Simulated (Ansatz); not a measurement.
# Sb2Au (Fm-3m): from the cell to its phonons, part 2 of 2

Wanted: vibrations and spectra of Sb2Au (Fm-3m); the cell is already relaxed. After the zone centre comes a 4×4×4 q mesh on a 12×12×12 k mesh.

Ansatz 0.2.0; DFT PBEsol, scalar-relativistic, plane waves, PAW; PAW set soft_1.

So far. Step 2 (Zone-centre response): Before it was imposed, the acoustic sum rule was missed by 1.3e-4 eV/Å². Small misses are needed for a sound result but don't prove that mesh and cutoff are converged. The lowest optical mode is real, 85.3 cm⁻¹.

## 3. The dispersion

Stability and thermal properties need the whole zone. Linear response on a 4×4×4 q mesh gives force constants as far as a supercell of that size would.

The input, input.yaml:

```yaml
crystal:
  lattice:
    - [0.0, 3.3871785425, 3.3871785425]
    - [3.3871785425, 0.0, 3.3871785425]
    - [3.3871785425, 3.3871785425, 0.0]
  atoms:
    - { symbol: Sb, position: [0.25, 0.25, 0.25] }
    - { symbol: Sb, position: [0.75, 0.75, 0.75] }
    - { symbol: Au, position: [0.0, 0.0, 0.0] }
kpoints:
  mp_grid: { grid: [12, 12, 12] }
hamiltonian:
  xc: pbesol
  pseudopotentials: { kind: paw, azcp: { folder: soft_1 }, xc_functional: pbe }
scf:
  occupations: { method: methfessel_paxton, width: 0.2 }
output:
  eigenvalues: true
phonons:
  method: dfpt
  qmesh: [4, 4, 4]
  temperatures: { t_max: 1000, t_step: 50 }
  qpath:
    path:
      - [[0.0, 0.0, 0.0], [0.5, 0.0, 0.5], [0.625, 0.25, 0.625]]
      - [[0.375, 0.375, 0.75], [0.0, 0.0, 0.0], [0.5, 0.5, 0.5], [0.5, 0.25, 0.75], [0.5, 0.0, 0.5]]
    npoints: 10
```

Command:

```sh
> ansatz run input.yaml --threads 4 --pin off --max-ram 10240MiB --backend cpu --events-out ev --progress --plain --runs-dir out
```

Numbers of over 12 decimals in the logs are rounded to 6 here.

The program printed:

```text
[...]
Crystal: 3 atoms, lattice volume = 77.722 Å³
Basis set: ecut = 420 eV, 1471 PW (Γ), exchange–correlation on 72×72×72 points (8 copies of the dense FFT grid, shifted against one another)
Bands: 30, of which v1, the nominal top of the filled ones, is band 25 counted from 1 (24 counted from 0)
Symmetry: 48 space group operations
k-points: 72 of 1728
[...]
SCF iter   1: F=—  HF=-25828.740107 eV  |F-HF|=—  |Δ(HF+E_count)|=         —  Δρ=1.27e-1  dr2=2.20e1  ethr=3.10e-3  ⟨swp⟩=6.4  Hψ=9123  notcnv=0
[...]
SCF iter  10: F=-25824.985627 eV  HF=-25824.985627 eV  |F-HF|=7.28e-12  |Δ(HF+E_count)|=  2.07e-10  S|Δr|=    0.00e0  Δρ=5.57e-8  dr2=3.88e-12  ethr=1.00e-12  ⟨swp⟩=8.4  Hψ=12104  notcnv=0
[...]
SCF 1 converged in 10 iterations: F = -25824.985627 eV  dr2 = 3.88e-12
[...]
phonons: the bands overlap, so this run is a metal and interpolates without the dipole-dipole term. If the crystal is really an insulator or semiconductor, its LO-TO splitting is missing
NSCF: frozen V_eff on 72 k-points
WARN: eigensolver did not converge (k=36): 1 band(s) unlocked after 20 sweeps at ethr=1.96e-12 eV (storage-precision floor; scheduled 1.00e-12 eV) (lowest unlocked band 29, counted from 0; max residual 3.35e-6 eV among the unlocked bands, 3.35e-6 eV over every band; other slots of this pass that fall short are told together in one closing line; warning suppressed until the next SCF loop or pass starts)
WARN: eigensolver did not converge in 4 slots of this pass, the one above among them; of largest residual over every band (k=66): 1 band(s) unlocked (lowest unlocked band 29, counted from 0; max residual 4.03e-5 eV among the unlocked bands, 4.03e-5 eV over every band); of lowest unlocked band (k=36): band 29
[...]
DFPT response loops at q = (0, 0, 0) (fractional): preconditioner auto → Kerker (q_TF=auto, 2.526 Å⁻¹) (partly filled bands, converged f_vac=0.047); β = 1.00, the filter's whole step (`scf.mixing.beta` (0.50) is not read by the response loops under this deck's `scf.mixing.preconditioner`; to damp them name `kerker` or `kerker_dos`, under which they read `scf.mixing.beta`, and type it under 1.00, their step now; both keys bind the ground state too); Broyden in place of MSR1
[...]
phonons.qmesh, q = [0.0000, 0.2500, -0.5000]: its response loops start from zero, take more passes and end by a threshold: the memory limit or budget leaves too little room for the subspace of the ground state's own states beside the solves, or none could be made (phonons.method)
[...]
SCF converged after 10 iterations
[...]
Free energy (F): -25824.985627 eV
[...]
Internal energy: -25824.984669 eV  (E = F + TS)
E sigma→0 (E₀):  -25824.985388 eV
Entropy (-TS):   -0.000958 eV (-0.319 meV/atom)
Fermi energy:    12.705036 eV
[...]
--- Band table (eV; the first three rows and the last of 72) ---
  k-point 0: bands = [... 21 lower, 12.4204, 12.4204, 12.4204, 13.2748, 13.2748, 13.2748, 13.9868, 15.3818, ... 1 higher]
  k-point 1: bands = [... 21 lower, 11.6782, 12.2214, 12.2214, 12.9705, 13.3016, 13.3016, 14.6644, 15.5424, ... 1 higher]
  k-point 2: bands = [... 21 lower, 10.5279, 11.8009, 11.8009, 12.6701, 13.2647, 13.2647, 14.9414, 16.0096, ... 1 higher]
  k-point 71: bands = [... 21 lower, 7.7681, 8.8845, 12.0479, 12.0479, 14.7459, 15.7868, 16.5082, 16.8364, ... 1 higher]
--- Phonons (Γ-DFPT): 2 representative perturbations + reference (Σ response iterations 6) ---
  ASR residual: 1.297e-4 → 0.000e0 eV/Å²; symmetrization residual: 1.718e-5 eV/Å²
  ASR residual per site (eV/Å²): 5.12e-5 5.12e-5 1.30e-4
  Γ frequencies (cm⁻¹): 0.00 0.00 0.00 85.28 85.28 85.28 106.19 106.19 106.19
--- Phonons (arbitrary-q DFPT): 8 irreducible q on the 4×4×4 mesh ---
  q = [0.0000, 0.0000, 0.0000] (star 1, of the zone-centre solve; hermiticity 1.06e-5, symmetrization 1.30e-11): -0.00 0.00 0.00 85.28 85.28 85.28 106.19 106.19 106.19
  q = [0.0000, 0.0000, 0.2500] (star 8, 2 solved perturbations on 936 of 1728 k-point pairs; hermiticity 1.00e-5, symmetrization 3.19e-12): 22.85 22.85 52.66 83.46 87.09 87.09 99.42 99.42 116.19
[...]
q = [0.0000, 0.2500, 0.2500] (star 6, 4 solved perturbations in 1608 linear systems a pass and spin channel, the states on 510 of 1728 k-point pairs; hermiticity 2.08e-5, symmetrization 6.91e-13): 18.53 18.53 61.71 73.44 73.44 95.32 102.92 102.92 107.13
[...]
sum rule: each row above includes the acoustic sum rule's correction from the zone centre's row sums; it moved no ω² by more than (0.42 cm⁻¹)²
  mesh force constants: q→R imaginary residual 4.90e-18; ASR residual 1.297e-4 → 0.000e0 eV/Å²; symmetrization residual 3.997e-15 eV/Å²
  interpolated dispersion: 62 rows × 9 modes
  density of states and harmonic sums: on the 16×16×16 q-mesh, interpolated from the force constants of a 4×4×4 supercell (no non-analytic term)
  largest difference from the sums on the solved wave vectors: F 1.65e-2 eV, S 2.04e-5 and C_V 3.98e-6 eV/K
  zero-point energy: 0.043598 eV/cell   skipped modes (ω ≤ 0): 3   left out of the sums: 8.14e-5 of the cell's modes: C_V's classical limit lies that fraction below 3 k_B per atom; for a crystal, a wire or a layer, F and S can be off by more, and a phonons.interpolated_qmesh denser along its periods is the remedy for the sampling
```

Run time: 25 min. Hardware: 4 threads of Arm Neoverse V2, shared host; peak memory 6.9 GiB; 1.7 h of CPU time.

Numbers from this step:

* sum-rule residual before enforcement: 1.30e-4 eV/Å²
* lowest frequency on the path: 0 cm⁻¹
* highest frequency on the path or at a solved wavevector: 138.5 cm⁻¹
* mean frequency: 78.1 cm⁻¹
* Debye temperature (second moment): 156 K
* logarithmic mean frequency: 70.2 cm⁻¹
* lowest mode on the q mesh (acoustic modes at Γ apart): 18.53 cm⁻¹
* zero-point energy per atom: 14.53 meV
* heat capacity at 300 K: 24.61 J/(mol atoms K)
* vibrational entropy at 300 K: 52.27 J/(mol atoms K)

Frequencies (cm⁻¹) solved at each irreducible wavevector; negative means imaginary. Frequencies by wavevector, by row:

| q in reciprocal lattice units | star | mode 1 | mode 2 | mode 3 | mode 4 | mode 5 | mode 6 | mode 7 | mode 8 | mode 9 |
| --- | --- | --- | --- | --- | --- | --- | --- | --- | --- | --- |
| 0 0 0 | 1 | 0 | 0 | 0 | 85.3 | 85.3 | 85.3 | 106.2 | 106.2 | 106.2 |
| 0 0 0.25 | 8 | 22.9 | 22.9 | 52.7 | 83.5 | 87.1 | 87.1 | 99.4 | 99.4 | 116.2 |
| 0 0 -0.5 | 4 | 38.4 | 38.4 | 49.3 | 83.8 | 83.8 | 106.3 | 106.3 | 107.1 | 112.8 |
| 0 0.25 0.25 | 6 | 18.5 | 18.5 | 61.7 | 73.4 | 73.4 | 95.3 | 102.9 | 102.9 | 107.1 |
| 0 0.25 -0.5 | 24 | 37.1 | 40.5 | 49.6 | 73.3 | 78 | 91.2 | 111.2 | 115.6 | 118.5 |
| 0 0.25 -0.25 | 12 | 28.5 | 34.2 | 55.3 | 70.8 | 87.8 | 98.9 | 105.6 | 110.9 | 119.1 |
| 0 -0.5 -0.5 | 3 | 48.5 | 48.5 | 58.7 | 58.7 | 67.5 | 70.9 | 111.2 | 111.2 | 138.5 |
| 0.25 -0.5 -0.25 | 6 | 44.6 | 44.6 | 45 | 66.1 | 69.5 | 104.5 | 104.5 | 120.6 | 128.8 |

Interpolated from a 4×4×4 q mesh. The phonon branches at the labelled points (cm⁻¹):

| point | branch 1 | branch 2 | branch 3 | branch 4 | branch 5 | branch 6 | branch 7 | branch 8 | branch 9 |
| --- | --- | --- | --- | --- | --- | --- | --- | --- | --- |
| Γ | 0 | 0 | 0 | 85 | 85 | 85 | 106 | 106 | 106 |
| halfway | 18 | 18 | 62 | 73 | 73 | 95 | 103 | 103 | 107 |
| X | 48 | 48 | 59 | 59 | 68 | 71 | 111 | 111 | 138 |
| halfway | 47 | 48 | 51 | 63 | 70 | 78 | 113 | 113 | 135 |
| U | 43 | 45 | 46 | 69 | 72 | 92 | 114 | 116 | 128 |
| jump to K | 43 | 45 | 46 | 69 | 72 | 92 | 114 | 116 | 128 |
| halfway | 23 | 25 | 60 | 75 | 86 | 91 | 99 | 111 | 113 |
| Γ | 0 | 0 | 0 | 85 | 85 | 85 | 106 | 106 | 106 |
| halfway | 23 | 23 | 53 | 84 | 87 | 87 | 99 | 99 | 116 |
| L | 38 | 38 | 49 | 84 | 84 | 106 | 106 | 107 | 113 |
| halfway | 37 | 40 | 46 | 76 | 79 | 105 | 106 | 116 | 118 |
| W | 45 | 45 | 45 | 66 | 70 | 104 | 104 | 121 | 129 |
| halfway | 46 | 47 | 50 | 62 | 70 | 85 | 112 | 117 | 133 |
| X | 48 | 48 | 59 | 59 | 68 | 71 | 111 | 111 | 138 |

The phonon branches as a text plot (rows in cm⁻¹):

```
    136 |           ****                                      ***
    130 |         **    ***                              *****
    124 |                  **                           *
    118 |        *       **  ***            *****    *********
    113 |       *   **************         *     *****      *****
    107 |***   *****        ***  **********    *************
    101 |   ****           * ****   *    ****** *          *
     95 |   *  *               * ***           *            *
     89 | **    *        **  **** ***     *** *              *
     84 |****    *      *   *   **********************
     78 |    **   **   *   *     ***                 ***      *
     72 |      ***  *******  ****                      **********
     66 |       ******  *****                            ****   *
     61 |      *  ******       **                            ****
     55 |    **       *      **  *          ***                **
     49 |           ****** **              *   *******      *****
     43 |   *     **     ***      **                  ********
     38 |                  ****           *    *********
     32 |  *     *          ****    *         *
     26 |       *              **        *   *
     20 |      *                **         **
     14 | * ***                   ** *  * *
      9 |  *                        *    *
      3 |**                          ****
         Γ           X  U|K            Γ         L        W     X
```

Tetrahedra on a 16×16×16 mesh, mean over bins of 2 cm-1. Interpolated from a 4×4×4 q mesh. The phonon density of states by wavenumber; read off at these points:

| wavenumber (cm⁻¹) | phonon density of states (1/cm⁻¹/cell) |
| --- | --- |
| 1.0 | 4.0e-5 |
| 7.0 | 0.0025 |
| 15.0 | 0.0172 |
| 21.0 | 0.0295 |
| 27.0 | 0.0433 |
| 33.0 | 0.0690 |
| 37.0 | 0.120 |
| 41.0 | 0.101 |
| 47.0 | 0.128 |
| 53.0 | 0.0521 |
| 61.0 | 0.0308 |
| 67.0 | 0.0526 |
| 73.0 | 0.0917 |
| 79.0 | 0.0998 |
| 83.0 | 0.117 |
| 87.0 | 0.0805 |
| 93.0 | 0.0567 |
| 99.0 | 0.0686 |
| 107.0 | 0.189 |
| 109.0 | 0.202 |
| 113.0 | 0.0970 |
| 117.0 | 0.155 |
| 119.0 | 0.129 |
| 125.0 | 0.0289 |
| 133.0 | 0.0084 |
| 139.0 | 3.0e-5 |

Phonopy on the run's constants, 15x15x15 mesh, Gaussian sigma 2.0 cm-1. Interpolated from a 4×4×4 q mesh. The partial phonon density of states by wavenumber; read off at these points; values in 1/cm⁻¹/cell:

| wavenumber (cm⁻¹) | Au | Sb |
| --- | --- | --- |
| -5.0 | 0 | 0 |
| 0.0 | 8.6e-5 | 1.1e-4 |
| 5.0 | 6.9e-4 | 8.2e-4 |
| 10.0 | 0.00316 | 0.00354 |
| 15.0 | 0.00845 | 0.00880 |
| 20.0 | 0.0140 | 0.0134 |
| 25.0 | 0.0205 | 0.0173 |
| 30.0 | 0.0316 | 0.0227 |
| 35.0 | 0.0568 | 0.0329 |
| 40.0 | 0.0718 | 0.0337 |
| 45.0 | 0.0773 | 0.0259 |
| 45.9 | 0.0788 | 0.0252 |
| 50.0 | 0.0505 | 0.017 |
| 55.0 | 0.0367 | 0.0129 |
| 60.0 | 0.0243 | 0.0154 |
| 65.0 | 0.00766 | 0.0332 |
| 70.0 | 0.0103 | 0.0702 |
| 75.0 | 0.0157 | 0.0750 |
| 80.0 | 0.0187 | 0.0852 |
| 83.5 | 0.0163 | 0.0911 |
| 85.0 | 0.0152 | 0.0867 |
| 90.0 | 0.0103 | 0.0590 |
| 95.0 | 0.0117 | 0.0397 |
| 100.0 | 0.0189 | 0.0578 |
| 105.0 | 0.0331 | 0.112 |
| 107.9 | 0.0394 | 0.140 |
| 108.9 | 0.0389 | 0.142 |
| 110.0 | 0.0359 | 0.137 |
| 115.0 | 0.0148 | 0.104 |
| 120.0 | 0.00671 | 0.0836 |
| 125.0 | 0.00214 | 0.0272 |
| 130.0 | 8.1e-4 | 0.0160 |
| 135.0 | 7.2e-5 | 0.00593 |
| 140.0 | 0 | 6.4e-4 |
| 145.0 | 0 | 0 |

Harmonic thermodynamic functions per atom, from the density of states. Interpolated from a 4×4×4 q mesh. Thermodynamic functions, by row:

| T (K) | F_vib (meV/atom) | S (J/mol-atom/K) | C_V (J/mol-atom/K) |
| --- | --- | --- | --- |
| 0 | 14.53 | 0 | 0 |
| 50 | 12.05 | 12.48 | 16.45 |
| 100 | 1.81 | 26.15 | 22.18 |
| 200 | -34.54 | 42.36 | 24.2 |
| 300 | -83.91 | 52.27 | 24.61 |
| 400 | -141.9 | 59.37 | 24.75 |
| 500 | -206.4 | 64.9 | 24.82 |
| 600 | -276.1 | 69.43 | 24.86 |
| 700 | -350.1 | 73.26 | 24.88 |
| 800 | -427.8 | 76.59 | 24.89 |
| 900 | -508.7 | 79.52 | 24.9 |
| 1000 | -592.5 | 82.14 | 24.91 |

Harmonic mean-square displacement, third of the trace. Interpolated from a 4×4×4 q mesh. Mean square displacements, by row:

| T (K) | Sb1 U_eq (Å²) | Sb2 U_eq (Å²) | Au3 U_eq (Å²) |
| --- | --- | --- | --- |
| 0 | 0.00195 | 0.00195 | 0.00185 |
| 100 | 0.00625 | 0.00625 | 0.00768 |
| 300 | 0.0179 | 0.0179 | 0.0225 |
| 600 | 0.03563 | 0.03563 | 0.04489 |

Symmetry leaves 8 wavevectors to solve. The lowest mode among them, the acoustic zeros apart, lies at q = (0, 0.25, 0.25) and is real, 18.5 cm⁻¹.

## 4. Another isotope

An isotope changes the mass and not the force constants, so no new electronic calculation is needed; the shifts show which modes move this element.

The same force constants with the mass of Sb changed from 121.760 to 122.904 u (phonopy, no LO-TO term). Both lists are sorted by frequency; levels can cross, so a row need not hold one and the same mode. Modes under 3 cm⁻¹ are left out. Isotope shifts, by row:

| q | rank | natural mass (cm⁻¹) | changed mass (cm⁻¹) |
| --- | --- | --- | --- |
| 0 0 0 | 4 | 85.28 | 85.1 |
| 0 0 0 | 5 | 85.28 | 85.1 |
| 0 0 0 | 6 | 85.28 | 85.1 |
| 0 0 0 | 7 | 106.2 | 105.7 |
| 0 0 0 | 8 | 106.2 | 105.7 |
| 0 0 0 | 9 | 106.2 | 105.7 |
| 0 0 0.25 | 1 | 22.85 | 22.8 |
| 0 0 0.25 | 2 | 22.85 | 22.8 |
| 0 0 0.25 | 3 | 52.66 | 52.61 |
| 0 0 0.25 | 4 | 83.46 | 83.09 |
| 0 0 0.25 | 5 | 87.09 | 86.8 |
| 0 0 0.25 | 6 | 87.09 | 86.8 |
| 0 0 0.25 | 7 | 99.42 | 99.05 |
| 0 0 0.25 | 8 | 99.42 | 99.05 |
| 0 0 0.25 | 9 | 116.2 | 115.7 |
| 0 0 -0.5 | 1 | 38.39 | 38.33 |
| 0 0 -0.5 | 2 | 38.39 | 38.33 |
| 0 0 -0.5 | 3 | 49.28 | 49.23 |
| 0 0 -0.5 | 4 | 83.79 | 83.4 |
| 0 0 -0.5 | 5 | 83.79 | 83.4 |
| 0 0 -0.5 | 6 | 106.3 | 106 |
| 0 0 -0.5 | 7 | 106.3 | 106 |
| 0 0 -0.5 | 8 | 107.1 | 106.7 |
| 0 0 -0.5 | 9 | 112.8 | 112.2 |
| 0 0.25 0.25 | 1 | 18.53 | 18.49 |
| 0 0.25 0.25 | 2 | 18.53 | 18.49 |
| 0 0.25 0.25 | 3 | 61.71 | 61.66 |
| 0 0.25 0.25 | 4 | 73.44 | 73.22 |
| 0 0.25 0.25 | 5 | 73.44 | 73.22 |
| 0 0.25 0.25 | 6 | 95.32 | 94.88 |
| 0 0.25 0.25 | 7 | 102.9 | 102.5 |
| 0 0.25 0.25 | 8 | 102.9 | 102.5 |
| 0 0.25 0.25 | 9 | 107.1 | 106.7 |

A mode of this element alone would shift by -0.47 %. The highest zone-centre frequency without the field goes from 106.2 to 105.7 cm⁻¹ (-0.5 %). The product of the frequency ratios over all optical modes at Γ is 0.980; the product rule, (m/m′)^(3k/2) (M′/M)^(3/2) with k = 2 such atoms and M the mass of the cell, gives 0.980.

## 5. Summary of results

```yaml
space_group_within_0p01_a: Fm-3m
volume_per_atom: 25.9 Å³
electronic_character: no gap on this mesh
highest_optical_mode_at_the_zone_centre_no_lo_to_term: 106 cm⁻¹
lowest_optical_zone_centre_mode: 85.3 cm⁻¹
lowest_mode_on_the_q_mesh_acoustic_modes_at_gamma_apart: 18.5 cm⁻¹
highest_frequency_on_the_path_or_at_a_solved_wavevector: 138 cm⁻¹
zero_point_energy_per_atom: 14.5 meV
heat_capacity_at_300_k: 24.6 J/(mol atoms K)
vibrational_entropy_at_300_k: 52.3 J/(mol atoms K)
debye_temperature_second_moment: 156 K
imaginary_modes_on_the_4x4x4_q_mesh: none
```

**Reading.** The structure is a minimum as far as tested: no mode is imaginary at the 8 irreducible wavevectors of the 4×4×4 mesh, and the softest away from the acoustic zeros lies at 19 cm⁻¹. The optical modes at Γ span 85 to 106 cm⁻¹. The highest mode in this list at Γ, 106.2 cm⁻¹, is mostly motion of Sb (100 % of the kinetic energy). With no gap, or one that is small against the smearing, the frequencies hang on the k mesh and the smearing, most of all near Kohn anomalies. The phonon runs are without spin polarisation, although the cell has an odd electron count. Spin-orbit coupling is left out, which can matter for the heavy elements here. The PAW files were made for PBE and serve the other functionals too. A phonon run warned that its eigensolver left some bands unconverged in a pass. These are harmonic frequencies at zero temperature: anharmonic shifts, linewidths and thermal expansion are left out.

[Logs are printed without paths, hosts, clocks, repeated set-up lines and the standing remarks that a program may print on its own settings, such as how far it seeks lower states.]

[Hosts, paths, dates, database ids (printed as entryN), source tags and the programs' standing remarks are cut or masked in the printed files.]
